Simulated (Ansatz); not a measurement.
# Lattice dynamics of (InAs)2(CdS)2 [001] superlattice, started as zinc blende, part 2 of 2

Aim: the vibrations of (InAs)2(CdS)2 [001] superlattice, started as zinc blende, their spectra, and whether the structure is stable.

Ansatz 0.2.0; DFT PBEsol, scalar-relativistic, plane waves, PAW.

So far. Step 4 (Tight relaxation): The largest force component left is 0.24 meV/Å and the pressure is 0.000 GPa, within the tolerances set. The cell now holds 26.59 Å³/atom. The relaxed cell has a, b, c = 4.253, 4.276, 11.695 Å (conventional setting).

The structure was built from a prototype and need not be the compound's stable phase.

**5. Modes at Γ**

The zone centre is the only wavevector solved here; it holds the modes that light can see, as far as symmetry allows. No field response is asked, since the mesh shows no gap.

input.yaml

```yaml
crystal:
  lattice:
    - [3.0074955737, 3.0074955737, 0.0]
    - [-3.023789034, 3.023789034, 0.0]
    - [0.0, 0.0, 11.6948803634]
  atoms:
    - { symbol: As, position: [0.5, 1.0, 0.1194293633] }
    - { symbol: As, position: [0.0, 0.5, 0.3814825429] }
    - { symbol: Cd, position: [0.0, 0.0, 0.5047416288] }
    - { symbol: Cd, position: [0.5, 0.5, 0.7427390543] }
    - { symbol: In, position: [0.0, 0.0, -0.0057765801] }
    - { symbol: In, position: [0.5, 0.5, 0.2554635137] }
    - { symbol: S, position: [0.5, 1.0, 0.6328404392] }
    - { symbol: S, position: [0.0, 0.5, 0.8690800378] }
kpoints:
  mp_grid: { grid: [8, 8, 4] }
hamiltonian:
  xc: pbesol
scf:
  occupations: { method: methfessel_paxton, width: 0.2 }
output:
  eigenvalues: true
phonons:
  method: dfpt
```

The run is started by

```bash
ansatz run input.yaml --threads 8 --pin off --max-ram 14336MiB --backend cpu --events-out ev --progress --plain --runs-dir out
```

Numbers of over 12 decimals in the logs are rounded to 6 here.

Output:

```text
zone centre: on kpoints.mp_grid the ground state, and the responses unless they are solved on pairs of k-points, stand on 102 of the mesh's 256 k-points, reduced under 2 symmetry operations, with k and −k counted as one. Each operation leaves every solved displacement unchanged or reverses it
[...]
Crystal: 8 atoms, lattice volume = 212.707 Å³
Basis set: ecut = 420 eV, 4103 PW (Γ), exchange–correlation on 60×60×160 points (8 copies of the dense FFT grid, shifted against one another)
Bands: 65, of which v1, the nominal top of the filled ones, is band 54 counted from 1 (53 counted from 0)
Symmetry: 4 space group operations
k-points: 102 of 256 (irreducible under 2 space group operations, time reversal used)
[...]
SCF iter   1: F=—  HF=-38817.698809 eV  |F-HF|=—  |Δ(HF+E_count)|=         —  Δρ=4.77e-3  dr2=6.59e-2  ethr=1.77e-3  ⟨swp⟩=6.2  Hψ=23532  notcnv=0
[...]
SCF iter  12: F=-38817.679439 eV  HF=-38817.679439 eV  |F-HF|=7.28e-12  |Δ(HF+E_count)|=  2.91e-11  S|Δr|=    0.00e0  Δρ=2.98e-8  dr2=2.00e-12  ethr=1.00e-12  ⟨swp⟩=10.4  Hψ=32481  notcnv=0
SCF 1 converged in 12 iterations: F = -38817.679439 eV  dr2 = 2.00e-12
[...]
DFPT response loops at Γ: preconditioner auto → Kerker (q_TF=auto, 2.437 Å⁻¹) (partly filled bands, converged f_vac=0.105); β = 1.00, the filter's whole step (`scf.mixing.beta` (0.50) is not read by the response loops under this deck's `scf.mixing.preconditioner`; to damp them name `kerker` or `kerker_dos`, under which they read `scf.mixing.beta`, and type it under 1.00, their step now; both keys bind the ground state too); Broyden in place of MSR1
SCF converged after 12 iterations
[...]
Free energy (F): -38817.679439 eV
[...]
Internal energy: -38817.679966 eV  (E = F + TS)
E sigma→0 (E₀):  -38817.679571 eV
Entropy (-TS):   0.000526 eV (0.066 meV/atom)
Fermi energy:    7.865538 eV
[...]
--- Band table (eV; the first three rows and the last of 102) ---
  k-point 0: bands = [... 50 lower, 6.1025, 6.9278, 7.2282, 7.3754, 7.7388, 9.1202, 9.4651, 10.1917, ... 7 higher]
  k-point 1: bands = [... 50 lower, 6.1761, 6.3139, 7.1671, 7.6998, 7.9821, 9.1262, 9.4162, 9.8867, ... 7 higher]
  k-point 2: bands = [... 50 lower, 6.2441, 6.2759, 7.0947, 7.6592, 8.4937, 9.0508, 9.3046, 9.6718, ... 7 higher]
  k-point 101: bands = [... 50 lower, 4.8258, 5.1192, 5.4589, 5.6116, 9.8779, 9.9433, 9.9634, 10.5623, ... 7 higher]
--- Phonons (Γ-DFPT): 16 representative perturbations + reference, on 102 of 256 k-points (Σ response iterations 56) ---
  k mesh reduced under 2 symmetry operations, with k and −k counted as one. Each operation leaves every solved displacement unchanged or reverses it
  ASR residual: 1.140e-4 → 0.000e0 eV/Å²; symmetrization residual: 1.910e-5 eV/Å²
  ASR residual per site (eV/Å²): 4.05e-5 7.78e-5 3.34e-5 1.15e-5 2.33e-5 1.34e-5 1.14e-4 5.88e-5
  Γ frequencies (cm⁻¹): 0.00 0.00 0.00 37.93 44.11 44.82 45.26 49.78 53.04 94.33 96.71 147.26 189.72 200.39 202.77 211.29 212.45 225.75 230.35 233.47 236.49 241.99 271.94 286.11
  non-analytic LO–TO correction: not included (Born effective charges unavailable; polar crystals: no LO–TO splitting at Γ)
```

The job ended after 4.4 min (8 threads of Intel Xeon Platinum 8488C (Sapphire Rapids), shared host; peak memory 4.6 GiB; 33 min of CPU time).

Numbers from this step:

| Item | Value |
| --- | --- |
| sum-rule residual before enforcement | 1.14e-4 eV/Å² |
| point group | mm2 |
| highest optical mode at the zone centre (no LO-TO term) | 286.1 cm⁻¹ |
| lowest optical zone-centre mode | 37.93 cm⁻¹ |

Patterns of degenerate modes are one choice out of their space. Modes at Γ, with each element's share of the kinetic energy:

| mode | frequency (cm⁻¹) | symmetry | As % | Cd % | In % | S % |
| --- | --- | --- | --- | --- | --- | --- |
| 1 | 0.0 | acoustic | 22 | 34 | 34 | 10 |
| 2 | 0.0 | acoustic | 22 | 34 | 34 | 10 |
| 3 | 0.0 | acoustic | 22 | 34 | 34 | 10 |
| 4 | 37.9 | B2 | 32 | 31 | 37 | 0 |
| 5 | 44.1 | B1 | 7 | 71 | 13 | 10 |
| 6 | 44.8 | B2 | 13 | 32 | 46 | 9 |
| 7 | 45.3 | B1 | 20 | 36 | 38 | 5 |
| 8 | 49.8 | B1 | 22 | 32 | 42 | 3 |
| 9 | 53.0 | B2 | 1 | 51 | 36 | 13 |
| 10 | 94.3 | A1 | 15 | 55 | 23 | 7 |
| 11 | 96.7 | A1 | 17 | 43 | 33 | 7 |
| 12 | 147.3 | A1 | 4 | 47 | 47 | 1 |
| 13 | 189.7 | B2 | 62 | 0 | 33 | 5 |
| 14 | 200.4 | B1 | 3 | 15 | 3 | 78 |
| 15 | 202.8 | A1 | 71 | 8 | 12 | 9 |
| 16 | 211.3 | A1 | 56 | 1 | 31 | 11 |
| 17 | 212.4 | B2 | 64 | 35 | 0 | 1 |
| 18 | 225.8 | B1 | 37 | 5 | 20 | 37 |
| 19 | 230.3 | B2 | 6 | 2 | 13 | 79 |
| 20 | 233.5 | B1 | 29 | 6 | 14 | 51 |
| 21 | 236.5 | B1 | 60 | 1 | 35 | 5 |
| 22 | 242.0 | A1 | 13 | 10 | 8 | 68 |
| 23 | 271.9 | A1 | 1 | 2 | 10 | 88 |
| 24 | 286.1 | B2 | 0 | 16 | 0 | 84 |

Displacements in mode 4 (37.9 cm⁻¹), the largest set to 1:
```
As1  0.85 -0.85  0.00
As2 -0.78  0.78  0.00
Cd3 -0.91  0.91  0.00
Cd4 -0.16  0.16  0.00
In5  0.03 -0.03  0.00
In6  1.00 -1.00  0.00
S7  -0.15  0.15  0.00
S8   0.05 -0.05  0.00
```

Displacements in mode 13 (189.7 cm⁻¹), the largest set to 1:
```
As1  1.00 -1.00  0.00
As2  0.03 -0.03  0.00
Cd3 -0.03  0.03  0.00
Cd4 -0.04  0.04  0.00
In5 -0.17  0.17  0.00
In6 -0.57  0.57  0.00
S7   0.04 -0.04  0.00
S8   0.44 -0.44  0.00
```

Before it was imposed, the acoustic sum rule was missed by 1.1e-4 eV/Å². Small misses are needed for a sound result but don't prove that mesh and cutoff are converged. The lowest optical mode is real, 37.9 cm⁻¹.

**6. Another isotope, element Cd, natural mass 112.414 amu**

An isotope changes the mass and not the force constants, so no new electronic calculation is needed; the shifts show which modes move this element.

The same force constants with the mass of Cd changed from 112.414 to 115.905 u (phonopy, no LO-TO term). Both lists are sorted by frequency; levels can cross, so a row need not hold one and the same mode. Modes under 3 cm⁻¹ are left out. Isotope shifts, by row:

| q | rank | natural mass (cm⁻¹) | changed mass (cm⁻¹) |
| --- | --- | --- | --- |
| 0 0 0 | 4 | 37.93 | 37.75 |
| 0 0 0 | 5 | 44.11 | 43.63 |
| 0 0 0 | 6 | 44.82 | 44.59 |
| 0 0 0 | 7 | 45.26 | 45 |
| 0 0 0 | 8 | 49.78 | 49.55 |
| 0 0 0 | 9 | 53.04 | 52.64 |
| 0 0 0 | 10 | 94.33 | 93.54 |
| 0 0 0 | 11 | 96.71 | 96.07 |
| 0 0 0 | 12 | 147.3 | 146.2 |
| 0 0 0 | 13 | 189.7 | 189.7 |
| 0 0 0 | 14 | 200.4 | 199.9 |
| 0 0 0 | 15 | 202.8 | 202.5 |
| 0 0 0 | 16 | 211.3 | 211.2 |
| 0 0 0 | 17 | 212.4 | 211.3 |
| 0 0 0 | 18 | 225.8 | 225.6 |
| 0 0 0 | 19 | 230.3 | 230.3 |
| 0 0 0 | 20 | 233.5 | 233.3 |
| 0 0 0 | 21 | 236.5 | 236.5 |
| 0 0 0 | 22 | 242 | 241.6 |
| 0 0 0 | 23 | 271.9 | 271.9 |
| 0 0 0 | 24 | 286.1 | 285.4 |

A mode of this element alone would shift by -1.52 %. The highest zone-centre frequency without the field goes from 286.1 to 285.4 cm⁻¹ (-0.2 %). The product of the frequency ratios over all optical modes at Γ is 0.927; the product rule, (m/m′)^(3k/2) (M′/M)^(3/2) with k = 2 such atoms and M the mass of the cell, gives 0.927.

**7. Another isotope, element In, natural mass 114.818 amu**

The same for In, from 114.82 to 112.90 u.

The same force constants with the mass of In changed from 114.818 to 112.904 u (phonopy, no LO-TO term). Both lists are sorted by frequency; levels can cross, so a row need not hold one and the same mode. Modes under 3 cm⁻¹ are left out. Isotope shifts, by row:

| q | rank | natural mass (cm⁻¹) | changed mass (cm⁻¹) |
| --- | --- | --- | --- |
| 0 0 0 | 4 | 37.93 | 38.05 |
| 0 0 0 | 5 | 44.11 | 44.16 |
| 0 0 0 | 6 | 44.82 | 44.99 |
| 0 0 0 | 7 | 45.26 | 45.4 |
| 0 0 0 | 8 | 49.78 | 49.96 |
| 0 0 0 | 9 | 53.04 | 53.2 |
| 0 0 0 | 10 | 94.33 | 94.52 |
| 0 0 0 | 11 | 96.71 | 96.98 |
| 0 0 0 | 12 | 147.3 | 147.8 |
| 0 0 0 | 13 | 189.7 | 190.2 |
| 0 0 0 | 14 | 200.4 | 200.4 |
| 0 0 0 | 15 | 202.8 | 203 |
| 0 0 0 | 16 | 211.3 | 211.8 |
| 0 0 0 | 17 | 212.4 | 212.4 |
| 0 0 0 | 18 | 225.8 | 226.1 |
| 0 0 0 | 19 | 230.3 | 230.6 |
| 0 0 0 | 20 | 233.5 | 233.8 |
| 0 0 0 | 21 | 236.5 | 237.2 |
| 0 0 0 | 22 | 242 | 242.2 |
| 0 0 0 | 23 | 271.9 | 272.2 |
| 0 0 0 | 24 | 286.1 | 286.1 |

A mode of this element alone would shift by +0.84 %. The highest zone-centre frequency without the field goes from 286.1 to 286.1 cm⁻¹ (+0.0 %). The product of the frequency ratios over all optical modes at Γ is 1.043; the product rule, (m/m′)^(3k/2) (M′/M)^(3/2) with k = 2 such atoms and M the mass of the cell, gives 1.043.

**8. Another isotope, element S, natural mass 32.06 amu**

The same for S, from 32.06 to 33.97 u.

The same force constants with the mass of S changed from 32.060 to 33.968 u (phonopy, no LO-TO term). Both lists are sorted by frequency; levels can cross, so a row need not hold one and the same mode. Modes under 3 cm⁻¹ are left out. Isotope shifts, by row:

| q | rank | natural mass (cm⁻¹) | changed mass (cm⁻¹) |
| --- | --- | --- | --- |
| 0 0 0 | 4 | 37.93 | 37.93 |
| 0 0 0 | 5 | 44.11 | 43.99 |
| 0 0 0 | 6 | 44.82 | 44.7 |
| 0 0 0 | 7 | 45.26 | 45.19 |
| 0 0 0 | 8 | 49.78 | 49.74 |
| 0 0 0 | 9 | 53.04 | 52.84 |
| 0 0 0 | 10 | 94.33 | 94.14 |
| 0 0 0 | 11 | 96.71 | 96.51 |
| 0 0 0 | 12 | 147.3 | 147.2 |
| 0 0 0 | 13 | 189.7 | 189.4 |
| 0 0 0 | 14 | 200.4 | 195.9 |
| 0 0 0 | 15 | 202.8 | 202.2 |
| 0 0 0 | 16 | 211.3 | 210.5 |
| 0 0 0 | 17 | 212.4 | 212.4 |
| 0 0 0 | 18 | 225.8 | 222.4 |
| 0 0 0 | 19 | 230.3 | 225.2 |
| 0 0 0 | 20 | 233.5 | 230.8 |
| 0 0 0 | 21 | 236.5 | 236.3 |
| 0 0 0 | 22 | 242 | 237.4 |
| 0 0 0 | 23 | 271.9 | 265.2 |
| 0 0 0 | 24 | 286.1 | 279.3 |

A mode of this element alone would shift by -2.85 %. The highest zone-centre frequency without the field goes from 286.1 to 279.3 cm⁻¹ (-2.4 %). The product of the frequency ratios over all optical modes at Γ is 0.848; the product rule, (m/m′)^(3k/2) (M′/M)^(3/2) with k = 2 such atoms and M the mass of the cell, gives 0.848.

**9. Outcome**

```
space group after relaxation (within 0.01 Å)            : Pmm2
volume per atom                                         : 26.6 Å³
electronic character                                    : no gap on this mesh
highest optical mode at the zone centre (no LO-TO term) : 286 cm⁻¹
lowest optical zone-centre mode                         : 37.9 cm⁻¹
imaginary modes at Γ (the only wavevector solved)       : none
```

**Reading.** The structure is stable against zone-centre distortions, since no mode there is imaginary; other wavevectors were not solved, so zone-boundary instabilities are untested. The optical modes at Γ span 38 to 286 cm⁻¹. No dispersion was computed. The highest mode in this list at Γ, 286.1 cm⁻¹, is mostly motion of S (84 % of the kinetic energy). With no gap, or one that is small against the smearing, the frequencies hang on the k mesh and the smearing, most of all near Kohn anomalies. A semilocal functional can close a gap that the real compound would have, so the metallic treatment may be an artefact of the level. The starting cell was built on a prototype and not taken from a measurement, so the phase need not exist. These are harmonic frequencies at zero temperature: anharmonic shifts, linewidths and thermal expansion are left out.

[Logs are printed without paths, hosts, clocks, repeated set-up lines and the standing remarks that a program may print on its own settings, such as how far it seeks lower states.]

[Hosts, paths, dates, database ids (printed as entryN), source tags and the programs' standing remarks are cut or masked in the printed files.]
